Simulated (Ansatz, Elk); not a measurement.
## Bonding as seen by X-rays: TiAsPRh

Structure refinements treat a crystal as free atoms side by side. For a made-up structure of TiAsPRh (cell and positions from a r2SCAN relaxation) the runs below show what the calculated density changes in F(hkl).

Main program and level: Elk 11.2.3 (patched build); DFT, PBE, all-electron APW+lo, Dirac cores, scalar-relativistic bands, static density, no spin.

The structure was built from a prototype and need not be the compound's stable phase.

### 1. Set-up

Symmetry: R3m, No. 160, trigonal system. The conventional cell has a = 3.610 Å, b = 3.610 Å, c = 21.312 Å, α = 90.00°, β = 90.00°, γ = 120.00°. Rh has 1 P at 2.31 Å and 3 As at 2.37 Å nearest. Nearest to As lie 3 Rh at 2.37 Å and 1 Ti at 2.54 Å. Ti has 3 P at 2.36 Å and 1 As at 2.54 Å nearest. Nearest to P lie 1 Rh at 2.31 Å and 3 Ti at 2.36 Å. Farther neighbours are not listed.

### 2. Ground state and structure factors

An all-electron density is needed, since X-rays see the cores too. Task 0 finds the density and task 195 Fourier-transforms it; tshift is off so that phases refer to the origin typed.

Contents of elk.in:

```
tasks
  0
  195

xctype
  20

spinpol
  .false.

rgkmax
  7.0

gmaxvr
  14.0

lmaxo
  7

lmaxapw
  8

swidth
  0.002

tshift
  .false.

ramdisk
  .false.

hmaxvr
  5.5

maxscl
  120

epspot
  1e-06

sppath
  './'

avec
  3.41097621473 1.96932803577 13.42459179035
  -3.41097621473 1.96932803577 13.42459179035
  0.00000000000 -3.93865607154 13.42459179035

atoms
  4
  'Rh.in'
  1
  0.0094146816 0.0094146816 0.0094146816   0.000000 0.000000 0.000000
  'As.in'
  1
  0.6228086248 0.6228086248 0.6228086248   0.000000 0.000000 0.000000
  'Ti.in'
  1
  0.5035082766 0.5035082766 0.5035082766   0.000000 0.000000 0.000000
  'P.in'
  1
  0.1180017769 0.1180017769 0.1180017769   0.000000 0.000000 0.000000

ngridk
  7 7 7
```

Run with:

```bash
$ OMP_NUM_THREADS=4 elk
```

Numbers of over 12 decimals in the logs are rounded to 6 here.

Log:

```text
┌─────────────────────────┐
│ Elk code version 11.2.3 │
└─────────────────────────┘

All units are atomic (Hartree, Bohr, etc.)

┌─────────────────────────────────────────────────┐
│ Ground-state run starting from atomic densities │
└─────────────────────────────────────────────────┘

Lattice vectors :
   3.410976215       1.969328036       13.42459179
  -3.410976215       1.969328036       13.42459179
   0.000000000      -3.938656072       13.42459179

Reciprocal lattice vectors :
  0.9210244973      0.5317537415      0.1560118278
 -0.9210244973      0.5317537415      0.1560118278
  0.1749875695E-17  -1.063507483      0.1560118278

Unit cell volume      :    541.0645667
Brillouin zone volume :   0.4584484527

Muffin-tin inner radius fraction :   0.1000000000E-01

Nuclei treated as point charges

Species : 1 (Rh)
 parameters loaded from : Rh.in
 name : rhodium
 nuclear charge    :   -45.00000000
 electronic charge :    45.00000000
 atomic mass :    187585.2511
 muffin-tin radius :    2.257110521
 number of radial points in muffin-tin :   1193
 inner part over the whole radius :   0.9941102898E-02
 number on inner part of muffin-tin    :    846
 approximate nuclear radius :   0.8524867730E-04
 number of mesh points to nuclear radius :    427
 atomic positions (lattice), magnetic fields (Cartesian) :
  1 :   0.00941468  0.00941468  0.00941468    0.00000000  0.00000000  0.00000000

Species : 2 (As)
 parameters loaded from : As.in
 name : arsenic
 nuclear charge    :   -33.00000000
 electronic charge :    33.00000000
 atomic mass :    136573.7220
 muffin-tin radius :    2.128849758
 number of radial points in muffin-tin :    993
 inner part over the whole radius :   0.9898225707E-02
 number on inner part of muffin-tin    :    700
 approximate nuclear radius :   0.7712558785E-04
 number of mesh points to nuclear radius :    344
 atomic positions (lattice), magnetic fields (Cartesian) :
  1 :   0.62280862  0.62280862  0.62280862    0.00000000  0.00000000  0.00000000

Species : 3 (Ti)
 parameters loaded from : Ti.in
 name : titanium
 nuclear charge    :   -22.00000000
 electronic charge :    22.00000000
 atomic mass :    87256.20317
 muffin-tin radius :    2.303003314
 number of radial points in muffin-tin :    993
 inner part over the whole radius :   0.9951824274E-02
 number on inner part of muffin-tin    :    698
 approximate nuclear radius :   0.6805665174E-04
 number of mesh points to nuclear radius :    326
 atomic positions (lattice), magnetic fields (Cartesian) :
  1 :   0.50350828  0.50350828  0.50350828    0.00000000  0.00000000  0.00000000

Species : 4 (P)
 parameters loaded from : P.in
 name : phosphorus
 nuclear charge    :   -15.00000000
 electronic charge :    15.00000000
 atomic mass :    56461.71230
 muffin-tin radius :    2.066101764
 number of radial points in muffin-tin :    793
 inner part over the whole radius :   0.9984890024E-02
 number on inner part of muffin-tin    :    553
 approximate nuclear radius :   0.6081821256E-04
 number of mesh points to nuclear radius :    249
 atomic positions (lattice), magnetic fields (Cartesian) :
  1 :   0.11800178  0.11800178  0.11800178    0.00000000  0.00000000  0.00000000

Total number of atoms per unit cell :    4
Total muffin-tin volume :    176.6888635
 ratio of muffin-tin to unit cell volume :   0.3265578166

Spin treatment :
 spin-unpolarised

Number of Bravais lattice symmetries :   12
Number of crystal symmetries         :    6
Crystal has no inversion symmetry
Complex Hermitian eigensolver will be used

k-point grid :      7     7     7
k-point offset :    0.000000000       0.000000000       0.000000000
k-point set is reduced with full crystal symmetry group
Total number of k-points :       84

Muffin-tin radius times maximum |G+k| :    7.000000000
 using average radius
Maximum |G+k| for APW functions       :    3.198148599
Maximum (1/2)|G+k|²                   :    5.114077229
Maximum |G| for potential and density :    14.00000000
Constant for pseudocharge density :    8
[...]
(states/Hartree/unit cell)

Estimated indirect band gap :   0.1856755429E-02
 from k-point 25 to k-point 68
Estimated direct band gap   :   0.1434925399E-01
 at k-point 21

Charges :
 core                        :    66.00000000
 valence                     :    49.00000000
 interstitial                :    8.140924281
 muffin-tins (core leakage)
  species : 1 (Rh)
   atom 1                    :    42.34429094     ( -0.2677332489E-07)
  species : 2 (As)
   atom 1                    :    30.84189059     (  0.7566131010E-03)
  species : 3 (Ti)
[...]
species : 4 (P)
[...]
total in muffin-tins        :    106.8590757
 total calculated charge     :    114.9985294
 total charge                :    115.0000000
 error                       :   0.1470638085E-02

RMS change in Kohn-Sham potential (target) :   0.3636873849     (  0.1000000000E-05)
Absolute change in total energy (target)   :   0.3862830296     (  0.1000000000E-03)

[... loops 3 to 16 left out ...]

┌──────────────────┐
│ Loop number : 17 │
└──────────────────┘

Energies :
 Fermi                       :     0.236551
 sum of occupied eigenvalues :     -4853.2654322440
 electron kinetic            :      8505.0935982923
 core electron kinetic       :      8094.9531190096
 Coulomb                     :     -16459.125093176
 Coulomb potential           :     -12983.277119760
 nuclear-nuclear             :     -878.87130096239
 electron-nuclear            :     -18198.171417837
 Hartree                     :      2617.9176256231
 Madelung                    :     -9967.4865332963
 xc potential                :     -375.08191077586
 exchange                    :     -282.71524835233
 correlation                 :     -5.558950
 electron entropic           :    -0.68781176742136E-03
 total energy                :     -8242.3063807312

Density of states at Fermi energy :    49.02846037
 (states/Hartree/unit cell)

Estimated indirect band gap :   0.4327412582E-02
 from k-point 61 to k-point 16
Estimated direct band gap   :   0.1299712157E-01
 at k-point 42

Charges :
 core                        :    66.00000000
 valence                     :    49.00000000
 interstitial                :    7.831912994
 muffin-tins (core leakage)
  species : 1 (Rh)
[...]
species : 2 (As)
[...]
species : 3 (Ti)
[...]
species : 4 (P)
[...]
total in muffin-tins        :    107.1680870
 total calculated charge     :    114.9985836
 total charge                :    115.0000000
 error                       :   0.1416412626E-02

RMS change in Kohn-Sham potential (target) :   0.9876606969E-06 (  0.1000000000E-05)
Absolute change in total energy (target)   :   0.3291368375E-04 (  0.1000000000E-03)

Convergence targets achieved

┌──────────────────┐
│ Loop number : 18 │
└──────────────────┘

Energies :
 Fermi                       :     0.236551
 sum of occupied eigenvalues :     -4853.2654208194
 electron kinetic            :      8505.0935763244
 core electron kinetic       :      8094.9531064180
 Coulomb                     :     -16459.125071711
 Coulomb potential           :     -12983.277102566
 nuclear-nuclear             :     -878.87130096239
 electron-nuclear            :     -18198.171390632
 Hartree                     :      2617.9176198832
 Madelung                    :     -9967.4865204279
 xc potential                :     -375.08189457789
 exchange                    :     -282.71524668692
 correlation                 :     -5.558950
 electron entropic           :    -0.68781146480517E-03
 total energy                :     -8242.3063795813

Density of states at Fermi energy :    49.02844385
 (states/Hartree/unit cell)

Estimated indirect band gap :   0.4327405290E-02
 from k-point 61 to k-point 16
Estimated direct band gap   :   0.1299709761E-01
 at k-point 42

Charges :
 core                        :    66.00000000
 valence                     :    49.00000000
 interstitial                :    7.831914366
 muffin-tins (core leakage)
  species : 1 (Rh)
[...]
species : 2 (As)
   atom 1                    :    30.77446870     (  0.7437589130E-03)
  species : 3 (Ti)
   atom 1                    :    20.18927135     ( -0.2168936870E-06)
  species : 4 (P)
   atom 1                    :    13.08496258     (  0.6965649051E-03)
 total in muffin-tins        :    107.1680856
 total calculated charge     :    114.9985836
 total charge                :    115.0000000
 error                       :   0.1416411827E-02

┌──────────────────────────────┐
│ Self-consistent loop stopped │
└──────────────────────────────┘

Warning : core states of species 2 leak from the muffin-tin :   0.7437589130E-03

Warning : core states of species 4 leak from the muffin-tin :   0.6965649051E-03

Wrote STATE.OUT
```

Run time: 85 s. Hardware: 4 threads of Arm Neoverse V1, shared host; peak memory 0.22 GiB.

SFACRHO.OUT:

```text

h k l indices transformed by vhmat matrix:
   1.000000000       0.000000000       0.000000000    
   0.000000000       1.000000000       0.000000000    
   0.000000000       0.000000000       1.000000000    

      h      k      l  multipl.   |H|            Re(F)            Im(F)           |F|

      0      0      0      1   0.0000000       115.00000     -0.58132095E-15   115.00000    
     -1     -1     -1      1  0.46803548       34.943660       5.8145525       35.424122    
      1      1      1      1  0.46803548       34.943660      -5.8145525       35.424122    
      2      2      2      1  0.93607097       49.471890      -24.422946       55.171987    
     -2     -2     -2      1  0.93607097       49.471890       24.422946       55.171987    
      0      0     -1      3   1.0748897       9.3999699       9.8186993       13.592876    
      0      1      0      3   1.0748897       9.3999699      -9.8186993       13.592876    
      1      1      0      3   1.1083352       56.511472       44.201819       71.745015    
     -1      0     -1      3   1.1083352       56.511472      -44.201819       71.745015    
     -1     -2     -1      3   1.2330788       14.695737      -13.370155       19.867705    
      2      1      1      3   1.2330788       14.695737       13.370155       19.867705    
      2      2      1      3   1.3189164       29.624765       20.253255       35.886223    
     -2     -2     -1      3   1.3189164       29.624765      -20.253255       35.886223    
     -3     -3     -3      1   1.4041065       4.1670873      -3.0352447       5.1553203    
      3      3      3      1   1.4041065       4.1670873       3.0352447       5.1553203    
      2      2      3      3   1.5243664       5.1064504       22.186253       22.766327    
     -2     -2     -3      3   1.5243664       5.1064504      -22.186253       22.766327    
     -3     -3     -2      3   1.6397525       76.991659      -11.821636       77.893945
```

Elk indexes on the primitive cell of elk.in and gives |H| = 4π sin θ/λ in inverse bohr. Below, one row stands for each form hkl of the conventional cell (m members, Friedel mates merged), F is for one primitive cell and the density is static (no thermal factor). Free-atom factors are Waasmaier and Kirfel's, and R is Σm||F|−|F'||/Σm|F|.

```csv
hkl,m,sin θ/λ (Å⁻¹),"abs F, DFT",neutral atoms,diff.,abs of complex diff.
003,2,0.070,35.424,35.569,-0.145,0.155
006,2,0.141,55.172,54.920,+0.252,0.447
101,6,0.162,13.593,13.646,-0.053,0.055
012,6,0.167,71.745,71.637,+0.108,0.278
104,6,0.185,19.868,20.197,-0.329,0.377
015,6,0.198,35.886,36.068,-0.182,0.242
009,2,0.211,5.155,5.012,+0.143,0.171
107,6,0.229,22.766,22.838,-0.072,0.142
018,6,0.247,77.894,78.303,-0.409,0.409
110,6,0.277,77.801,78.042,-0.241,0.241
0 0 12,2,0.281,32.597,33.116,-0.519,0.570
1 0 10,6,0.284,68.954,69.332,-0.378,0.378
113,12,0.286,28.163,28.243,-0.080,0.102
0 1 11,6,0.304,22.900,23.020,-0.120,0.124
```

### 3. The highest occupied states alone

An energy window below the Fermi level keeps the highest occupied states, to see at which angles they scatter; shallow core shells can lie inside it and anion s states outside. No new self-consistency is needed.

Changes to elk.in since step 2:

```diff
@@ -1,3 +1,2 @@
 tasks
-  0
   195
@@ -40,2 +39,5 @@
 
+wsfac
+  -0.314690 0.536550
+
 sppath
```

Run with:

```bash
$ OMP_NUM_THREADS=4 elk
```

Log:

```text
┌─────────────────────────────────┐
│ Elk code version 11.2.3 started │
└─────────────────────────────────┘

Info(readinput): the functional depends on the density's gradient
 muffin-tin radial points multiplied by    2.00000
 (not where nrmtscf is given)

┌────────────────────┐
│ Current task : 195 │
└────────────────────┘
Info(checkmt): changed muffin-tin radius of species 1 (Rh) from   2.6000 to   2.2571
Info(checkmt): changed muffin-tin radius of species 2 (As) from   2.4000 to   2.1288
Info(checkmt): changed muffin-tin radius of species 3 (Ti) from   2.4000 to   2.3030
Info(checkmt): changed muffin-tin radius of species 4 (P) from   2.2000 to   2.0661

Info(sfacrho): density structure factors written to SFACRHO.OUT

 Energy window :  -0.3146900000      0.5365500000

┌──────────────────┐
│ Elk code stopped │
└──────────────────┘
```

The job ended after 13 s (4 threads; peak memory 0.17 GiB; 18 s of CPU time).

States within 15 eV below the Fermi level hold 23.00 electrons; any levels below the window count with the cores. Their amplitudes can exceed the total, where window and core parts have opposite phase:

```csv
hkl,sin θ/λ (Å⁻¹),"abs F, window","abs F, all"
003,0.070,5.066,35.424
006,0.141,6.395,55.172
101,0.162,3.619,13.593
012,0.167,7.025,71.745
104,0.185,2.522,19.868
015,0.198,2.343,35.886
009,0.211,2.749,5.155
107,0.229,2.040,22.766
018,0.247,3.200,77.894
110,0.277,2.341,77.801
```

### 4. Another functional

The difference from free atoms is small, so it is set against the change that LDA (Perdew-Wang) makes.

Changes to elk.in since step 3:

```diff
@@ -1,2 +1,3 @@
 tasks
+  0
   195
@@ -4,3 +5,3 @@
 xctype
-  20
+  3
 
@@ -39,5 +40,2 @@
 
-wsfac
-  -0.314690 0.536550
-
 sppath
```

Run with:

```bash
$ OMP_NUM_THREADS=4 elk
```

Log:

```text
┌─────────────────────────┐
│ Elk code version 11.2.3 │
└─────────────────────────┘

All units are atomic (Hartree, Bohr, etc.)

┌─────────────────────────────────────────────────┐
│ Ground-state run starting from atomic densities │
└─────────────────────────────────────────────────┘

Lattice vectors :
   3.410976215       1.969328036       13.42459179
  -3.410976215       1.969328036       13.42459179
   0.000000000      -3.938656072       13.42459179

Reciprocal lattice vectors :
  0.9210244973      0.5317537415      0.1560118278
[...]
species : 3 (Ti)
   atom 1                    :    20.20990869     ( -0.3497943057E-05)
  species : 4 (P)
   atom 1                    :    13.07725486     (  0.7021312494E-03)
 total in muffin-tins        :    107.1874632
 total calculated charge     :    114.9985768
 total charge                :    115.0000000
 error                       :   0.1423208396E-02

┌──────────────────────────────┐
│ Self-consistent loop stopped │
└──────────────────────────────┘

Warning : core states of species 2 leak from the muffin-tin :   0.7585911603E-03

Warning : core states of species 4 leak from the muffin-tin :   0.7021312494E-03

Wrote STATE.OUT
[key lines of the parts left out:]
total energy                :     -8231.8077964458
```

It took 66 s on 4 threads; peak memory 0.17 GiB; 3.8 min of CPU time.

Against the first run R = 0.03 %; the largest change is +0.034 at 1 0 22.

### 5. A coarser k-mesh

About half the k-points along each axis test the sampling.

Changes to elk.in since step 4:

```diff
@@ -5,3 +5,3 @@
 xctype
-  3
+  20
 
@@ -64,2 +64,2 @@
 ngridk
-  7 7 7
+  4 4 4
```

Run with:

```bash
$ OMP_NUM_THREADS=4 elk
```

Log:

```text
┌─────────────────────────┐
│ Elk code version 11.2.3 │
└─────────────────────────┘

All units are atomic (Hartree, Bohr, etc.)

┌─────────────────────────────────────────────────┐
│ Ground-state run starting from atomic densities │
└─────────────────────────────────────────────────┘

Lattice vectors :
   3.410976215       1.969328036       13.42459179
  -3.410976215       1.969328036       13.42459179
   0.000000000      -3.938656072       13.42459179

Reciprocal lattice vectors :
  0.9210244973      0.5317537415      0.1560118278
[...]
species : 3 (Ti)
   atom 1                    :    20.18972787     ( -0.2168931807E-06)
  species : 4 (P)
   atom 1                    :    13.08464675     (  0.6965179246E-03)
 total in muffin-tins        :    107.1684019
 total calculated charge     :    114.9985979
 total charge                :    115.0000000
 error                       :   0.1402078391E-02

┌──────────────────────────────┐
│ Self-consistent loop stopped │
└──────────────────────────────┘

Warning : core states of species 2 leak from the muffin-tin :   0.7438865220E-03

Warning : core states of species 4 leak from the muffin-tin :   0.6965179246E-03

Wrote STATE.OUT
[key lines of the parts left out:]
total energy                :     -8242.3068104572
```

The job ended after 37 s (4 threads; peak memory 0.22 GiB).

Against the first run R = 0.00 %; the largest change is +0.014 at 006.

### 6. Basis size

A smaller basis shows how fast F responds to it; the change is likely larger than the basis error of the first run, but doesn't show convergence.

Changes to elk.in since step 5:

```diff
@@ -11,3 +11,3 @@
 rgkmax
-  7.0
+  5.5
 
@@ -64,2 +64,2 @@
 ngridk
-  4 4 4
+  7 7 7
```

Run with:

```bash
$ OMP_NUM_THREADS=4 elk
```

Log:

```text
┌─────────────────────────┐
│ Elk code version 11.2.3 │
└─────────────────────────┘

All units are atomic (Hartree, Bohr, etc.)

┌─────────────────────────────────────────────────┐
│ Ground-state run starting from atomic densities │
└─────────────────────────────────────────────────┘

Lattice vectors :
   3.410976215       1.969328036       13.42459179
  -3.410976215       1.969328036       13.42459179
   0.000000000      -3.938656072       13.42459179

Reciprocal lattice vectors :
  0.9210244973      0.5317537415      0.1560118278
[...]
species : 3 (Ti)
   atom 1                    :    20.14624262     ( -0.2168946462E-06)
  species : 4 (P)
   atom 1                    :    13.06765479     (  0.6941828068E-03)
 total in muffin-tins        :    106.9693543
 total calculated charge     :    114.9986145
 total charge                :    115.0000000
 error                       :   0.1385548059E-02

┌──────────────────────────────┐
│ Self-consistent loop stopped │
└──────────────────────────────┘

Warning : core states of species 2 leak from the muffin-tin :   0.7497992906E-03

Warning : core states of species 4 leak from the muffin-tin :   0.6941828068E-03

Wrote STATE.OUT
[key lines of the parts left out:]
total energy                :     -8242.1361372747
```

Elapsed: 60 s, on 4 threads; peak memory 0.21 GiB; 3 min of CPU time.

Against the first run R = 0.05 %; the largest change is +0.103 at 208.

### 7. Settings against the effect

```csv
run,R against the first run (%),"R against neutral atoms, low angle (%)",wall time
"PBE, rgkmax 7",0.00,0.47,85 s
LDA (Perdew-Wang),0.03,0.48,66 s
k-mesh 4×4×4,0.00,0.47,37 s
rgkmax 5.5,0.05,0.49,60 s
```

### 8. Summary of results

| Property | Result |
| --- | --- |
| R against neutral atoms, sin θ/λ < 0.3 Å⁻¹ | 0.47 % |
| R against neutral atoms, 0.3 to 0.77 Å⁻¹ | 0.22 % |

What this shows: Independent neutral atoms miss the calculated amplitudes by R = 0.47 % below 0.3 Å⁻¹ and 0.22 % from there to 0.77 Å⁻¹; by shells, 0.44 % below 0.15 Å⁻¹ (2 forms), 0.47 % 0.15 to 0.3 (11 forms), 0.35 % 0.3 to 0.45 (24 forms), 0.19 % above 0.45 (112 forms). Bonding, aspherical density and the tables' own atoms all enter these figures, and the runs don't part them. The largest change of an amplitude is -0.52 electrons, at 0 0 12. R counts amplitudes alone; phases shift too. The window's part falls from 23.0 electrons at the origin to at most 0.35 between 0.45 and 0.77 Å⁻¹. Below 0.3 Å⁻¹ the changes that finished (LDA (Perdew-Wang), k-mesh 4×4×4 and rgkmax 5.5) move F by R = 0.06 % at most, against the 0.47 % that separates it from free atoms. These runs have no spin, though d or f shells may be open. Part of the difference isn't bonding: the tables are fits to free atoms and ions calculated by other methods than this functional. Thermal motion, anomalous dispersion and extinction are left out.

[Logs are printed without paths, hosts, clocks, repeated set-up lines and the standing remarks that a program may print on its own settings, such as how far it seeks lower states.]

[Hosts, paths, dates, database ids (printed as entryN), source tags and the programs' standing remarks are cut or masked in the printed files.]
